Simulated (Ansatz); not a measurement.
# CH3 on Zr(0001), ontop start, 2x2 cell: work function, bands and core levels, part 5 of 5

Wanted: core-level shifts and unfolded surface bands for CH3 on Zr(0001), ontop start, 2x2 cell.

Ansatz 0.2.0; DFT, PBE, plane-wave PAW, default files, scalar-relativistic.

So far, work function, upper face (eV): step 2 (the clean face) 4.16; step 3 (relaxing the atoms) 4.30; step 4 (layer-resolved bands, DOS and potential) 4.31.

## (6) A slab without images along the normal

Cutting the Coulomb interaction along the normal removes the images by another route.

The input, input.yaml:

```yaml
crystal:
  lattice:
    - [6.46, 0.0, 0.0]
    - [3.23, 5.5945241084, 0.0]
    - [0.0, 0.0, 25.165]
  atoms:
    - { symbol: H, position: [0.1808170305, -0.0854415403, 0.7259166604] }
    - { symbol: H, position: [0.8992312994, 0.1850258611, 0.7264746775] }
    - { symbol: H, position: [-0.0896447955, 0.9034185849, 0.7265010142] }
    - { symbol: C, position: [-0.0039713324, 0.0013286369, 0.7103735802] }
    - { symbol: Zr, position: [-0.0005102544, 0.0001707117, 0.6212871095] }
    - { symbol: Zr, position: [0.494994131, 0.0097256277, 0.6012241976] }
    - { symbol: Zr, position: [0.009929025, 0.4952453701, 0.6012208961] }
    - { symbol: Zr, position: [0.4954553699, 0.4948622118, 0.6012219231] }
    - { symbol: Zr, position: [0.8346511417, 0.3306790978, 0.5072363965] }
    - { symbol: Zr, position: [0.3333052242, 0.3333376986, 0.5031393983] }
    - { symbol: Zr, position: [0.8346137483, 0.8346758507, 0.5072352504] }
    - { symbol: Zr, position: [0.3306737895, 0.8346327693, 0.5072359608] }
    - { symbol: Zr, position: [0.0, 0.0, 0.400755017] }
    - { symbol: Zr, position: [0.5, 0.0, 0.400755017] }
    - { symbol: Zr, position: [0.0, 0.5, 0.400755017] }
    - { symbol: Zr, position: [0.5, 0.5, 0.400755017] }
    - { symbol: Zr, position: [0.833333333, 0.333333333, 0.298032982] }
    - { symbol: Zr, position: [0.333333333, 0.333333333, 0.298032982] }
    - { symbol: Zr, position: [0.833333333, 0.833333333, 0.298032982] }
    - { symbol: Zr, position: [0.333333333, 0.833333333, 0.298032982] }
  periodic: [true, true, false]
kpoints:
  mp_grid: { grid: [6, 6, 1] }
scf:
  occupations: { method: fermi_dirac, width: 0.05 }
  n_extra_bands: 27
hamiltonian:
  xc: pbe
  pseudopotentials: { kind: paw }
output:
  forces: true
  write_potential: true
  volumetric_format: []
  dos:
    projected:
      site_lists:
        adsorbate: [0, 1, 2, 3]
        layer_1: [4, 5, 6, 7]
        layer_2: [8, 9, 10, 11]
        layer_3: [12, 13, 14, 15]
        other_layers: [16, 17, 18, 19]
    de: 0.05
    e_range: [-30, 12]
    method: { smearing: { sigma: 0.15, scheme: gaussian } }
```

Command:

```console
$ ansatz run input.yaml --threads 8 --pin off --max-ram 20480MiB --backend cpu --events-out ev --progress --plain --runs-dir out
```

Numbers of over 12 decimals in the logs are rounded to 6 here.

Log:

```text
Warning: crystal.periodic: the lattice vector that does not repeat stood 0.000° off the slab's normal, 25.165 Å along it as the deck builds it. The run solves the slab on a vector along the normal, 45.365 Å long, with every atom where it was (on the deck's vector they left 14.38 Å outside them, and the widest stretch free of ions among them is 2.59 Å). A fractional position that the run reports is one of the run's ce [...]
crystal.periodic: the lattice vector that does not repeat stood 0.000° off the slab's normal, 25.165 Å along it as the deck builds it. The run solves the slab on a vector along the normal, 45.365 Å long, with every atom where it was (on the deck's vector they left 14.38 Å outside them, and the widest stretch free of ions among them is 2.59 Å). A fractional position that the run reports is one of the run's cell, which [...]
[...]
Crystal: 20 atoms, lattice volume = 1639.512 Å³
Basis set: ecut = 420 eV, 32095 PW (Γ), exchange–correlation on 90×90×640 points (8 copies of the dense FFT grid, shifted against one another)
Bands: 127, of which v1, the nominal top of the filled ones, is band 100 counted from 1 (99 counted from 0)
Symmetry: 1 space group operations
[...]
k-points: 20 of 36 (time reversal used)
[...]
SCF iter   1: F=—  HF=-67233.189848 eV  |F-HF|=—  |Δ(HF+E_count)|=         —  Δρ=3.83e-3  dr2=9.36e0  ethr=1.77e-3  ⟨swp⟩=12.2  Hψ=15034  notcnv=0  defer=13
[...]
SCF iter  10: F=-67233.120406 eV  HF=-67233.120406 eV  |F-HF|=4.42e-9  |Δ(HF+E_count)|=   3.23e-8  Δρ=4.80e-7  dr2=2.18e-8  ethr=5.03e-11  ⟨swp⟩=12.3  Hψ=19156  notcnv=0
SCF 1 converged in 10 iterations: F = -67233.120406 eV  dr2 = 2.18e-8
[...]
SCF converged after 10 iterations
Free energy (F): -67233.120406 eV
[...]
Internal energy: -67232.883831 eV  (E = F + TS)
E sigma→0 (E₀):  -67233.002118 eV
Entropy (-TS):   -0.236575 eV (-11.829 meV/atom)
Fermi energy:    -4.252007 eV
[...]
--- Forces (eV/Å), atoms counted from 1 ---
  atom   1  H     -0.02149730     0.01021330    -0.00947950
  atom   2  H      0.00201774    -0.02622676    -0.00967146
  atom   3  H      0.02213737     0.01446766    -0.00909043
  atom   4  C     -0.00516440     0.00256808     0.02910021
  atom   5  Zr     0.00127271    -0.00035942    -0.00013351
  atom   6  Zr     0.00438907    -0.00255351    -0.00090421
  atom   7  Zr    -0.00401929    -0.00206791    -0.00104207
  atom   8  Zr     0.00025258     0.00428935    -0.00052232
  atom   9  Zr     0.00268311     0.00396623     0.00266911
  atom  10  Zr     0.00002594    -0.00005128    -0.00148120
  atom  11  Zr    -0.00494658     0.00020662     0.00323588
  atom  12  Zr     0.00218981    -0.00408205     0.00230300
  atom  13  Zr     0.00013330    -0.00015356    -0.13681658
  atom  14  Zr     0.00051124    -0.07206216    -0.66830133
  atom  15  Zr    -0.06206532     0.03577885    -0.66884448
  atom  16  Zr     0.06260427     0.03591250    -0.66817020
  atom  17  Zr     0.00015124     0.00249402     0.54555035
  atom  18  Zr    -0.00014861     0.00008452     0.50066835
  atom  19  Zr    -0.00220259    -0.00130003     0.54551380
  atom  20  Zr     0.00167878    -0.00112277     0.54550455
  max |Σ_I F_I| component: 8.80e-5 eV/Å
--- Band table (eV; the first three rows and the last of 20) ---
  k-point 0: bands = [... 96 lower, -4.0673, -4.0071, -3.7451, -3.5748, -3.5105, -3.5080, -3.4355, -3.4345, ... 23 higher]
  k-point 1: bands = [... 96 lower, -4.0999, -4.0979, -3.9104, -3.8230, -3.7692, -3.7197, -3.6119, -3.5819, ... 23 higher]
  k-point 2: bands = [... 96 lower, -4.3619, -4.3234, -4.2181, -4.1724, -4.1385, -4.0959, -4.0206, -3.9482, ... 23 higher]
  k-point 19: bands = [... 96 lower, -4.5974, -4.5795, -4.5297, -4.4139, -4.3483, -4.3371, -4.1947, -4.1904, ... 23 higher]
  the weakly bound empty levels are not read free of the cell's end (no_gap_told)
```

Run time: 79 s. Hardware: 8 threads of Intel Xeon Platinum 8488C (Sapphire Rapids), shared host; peak memory 8.3 GiB; 10 min of CPU time.

Numbers from this step:

```yaml
fermi_energy: -4.252 eV
work_function_lower_face: 4.199 eV
```

Simulated valence spectra by photon energy, shown to 13 eV, since a deeper line would dwarf them at some energies; the 100 % can be that line's tail at the edge; this run's widths, added to any smearing of the DOS itself: Gaussian 0.35 eV, Lorentzian 0.2 eV plus 0.05 an eV of depth. Intensity against binding energy, zero at the Fermi level; values in % of the maximum within 13 eV:

```
binding energy (eV)  21.2 eV  100 eV  1486.7 eV  5950 eV  9251.7 eV
               -1.0     2.79    2.50       3.44     5.05       4.46
               -0.5     6.98    5.29       7.65     9.33       7.91
                0.0     51.1    33.2       51.9     53.2       42.7
                0.5     86.8    57.3       87.4     88.2       70.5
                1.0     96.7    64.6       96.1     93.2       72.3
                1.5     80.0    71.9       77.7     80.0       65.1
                2.0     77.4    81.0       77.6     98.0       90.4
                2.5     52.0    56.6       57.5     96.2       99.8
                3.0     21.2    29.6       28.0     68.0       77.8
                3.5     7.81    16.6       13.6     45.7       55.1
                4.0     4.35    13.9       8.83     35.2       43.2
                4.5     4.70    19.9       5.94     23.9       29.1
                5.0     15.2    73.0       4.74     16.3       19.2
                5.5     14.5    70.0       3.29     8.90       9.61
                6.0     3.40    15.4       2.16     5.86       5.95
                6.5     1.42    6.14       1.90     5.18       5.09
                7.0    0.858    3.75       1.81     4.98       4.81
                7.5    0.602    2.86       1.79     4.96       4.73
                8.0    0.457    2.51       1.80     5.04       4.78
                8.5    0.364    2.46       1.84     5.19       4.89
                9.0    0.299    2.65       1.91     5.39       5.07
                9.5    0.251    3.15       2.00     5.65       5.30
               10.0    0.215    4.16       2.13     5.99       5.59
               10.5    0.187    6.37       2.32     6.43       5.99
               11.0    0.164    12.2       2.70     7.14       6.62
               11.5        -    32.3       3.75     8.79       8.06
               12.0        -    71.0       5.68     11.6       10.5
               12.5        -    42.1       4.50     10.3       9.43
```

The planar mean, electrostatic potential oscillates, so the rows of the table below give means over windows of 2.69 Å about each position, cut where the curve ends. Its maxima inside the range that stand out by 2 % of the span (Å: eV): 8.8: -0.0437, 11.3: 0.0532, 14.0: -0.864, 17.2: 2.94. Its minima: 7.5: -18.1, 10.1: -17.9, 12.8: -17.8, 15.3: -16.6, 18.1: 0.425.

From the Fermi level. Table of planar mean, electrostatic potential by z; means over each step:

z (Å), planar mean, electrostatic potential (eV) and a bar from the least value:
```
     1.34        4.2 ##############################
     4.04        4.1 #############################
     6.73       -6.5 ####
     9.42       -8.2 
    12.11       -8.0 #
    14.80       -8.3 
    17.48        1.3 #######################
    20.18        4.2 ##############################
    22.87        4.3 ##############################
    25.56        4.3 ##############################
    28.25        4.3 ##############################
    30.94        4.3 ##############################
    33.62        4.3 ##############################
    36.32        4.2 ##############################
    39.01        4.2 ##############################
    41.70        4.2 ##############################
    44.39        4.2 ##############################
```

Spectra as before, but with a recipe of its own (widths, and in some runs the light), which changes peak heights and what is resolved: Gaussian 0.35 eV, Lorentzian 0.2 eV plus 0.05 times the binding energy, unpolarised light, analyser at 90°, emission 0° from the normal, Fermi edge at 20 K; some photon energies differ too.

The two runs compared:

```csv
quantity,this run,base run,difference
"work function, upper face (eV)",4.3048,4.3051,-3.0e-4
"work function, lower face (eV)",4.1991,4.198,0.00110
DOS at the Fermi level (states/eV/cell),28.190,28.190,1.0e-4
```

The work function move by 0.00 eV at most against the base run, so this change doesn't matter for them.

## (7) Outcome

- work function: 4.31 eV (other face 4.20 eV)
- change from the clean face: +0.15 eV
- Zr 4d centre of the filled part above −10 eV, from the plotted curve, layer 1: -1.22 eV
- Zr 4d centre of the filled part above −10 eV, from the plotted curve, layer 3: -1.36 eV
- Zr core shifts among the listed atoms, from the last listed one: +0.00 to +0.22 eV

**Reading.** The Fermi level of CH3 on Zr(0001), ontop start, 2x2 cell lies 4.31 eV (other face 4.20 eV) below the vacuum, a change of +0.15 eV from the clean face. Only the strongest levels a point were stored, too few to count surface states. After relaxation C4 stands 2.62 Å above the top layer, bonded to 1 Zr atom at 2.24 Å. The bare lower face differs from the lower face of the clean 1×1 slab by 0.02 eV, a measure of the error from mesh and slab. Core shifts: Zr +0.00 to +0.22 eV. Among the sites run, the most bound Zr 3d level is that of Zr5 (layer 1), bonded to 9 Zr and 1 C; the least bound, 0.22 eV shallower, that of Zr13 (layer 3), bonded to 12 Zr. At 21.2 eV the valence spectrum has its highest listed peaks within 10.8 eV at 0.8 eV (Zr 4d), 1.8 eV (Zr 4d) and 5.2 eV (C 2p). At 1486.7 eV the valence spectrum has its highest listed peak within 13 eV at 0.8 eV (Zr 4d), and the deeper Zr 4p line at 26.8 eV is higher still (without the spin–orbit splitting that a measurement shows). The shell named is the one with most of the intensity, cross sections included, not always the one with most states there. With Coulomb interaction cut along the normal, the work function stays within 0.02 eV. The slab's own atoms span 8.1 Å, so bulk bands appear as a few quantum-well levels, and states of the two faces can mix. The program warns of density or levels in the vacuum in some of these runs, so vacuum levels and energy differences can be a little off.

[Logs are printed without paths, hosts, clocks, repeated set-up lines and the standing remarks that a program may print on its own settings, such as how far it seeks lower states.]

[Hosts, paths, dates, database ids (printed as entryN), source tags and the programs' standing remarks are cut or masked in the printed files.]

[Maps of the electrostatic potential energy from Ansatz leave out the sawtooth potential of an applied field or a dipole correction, so their vacuum need not be flat; work functions include it.]
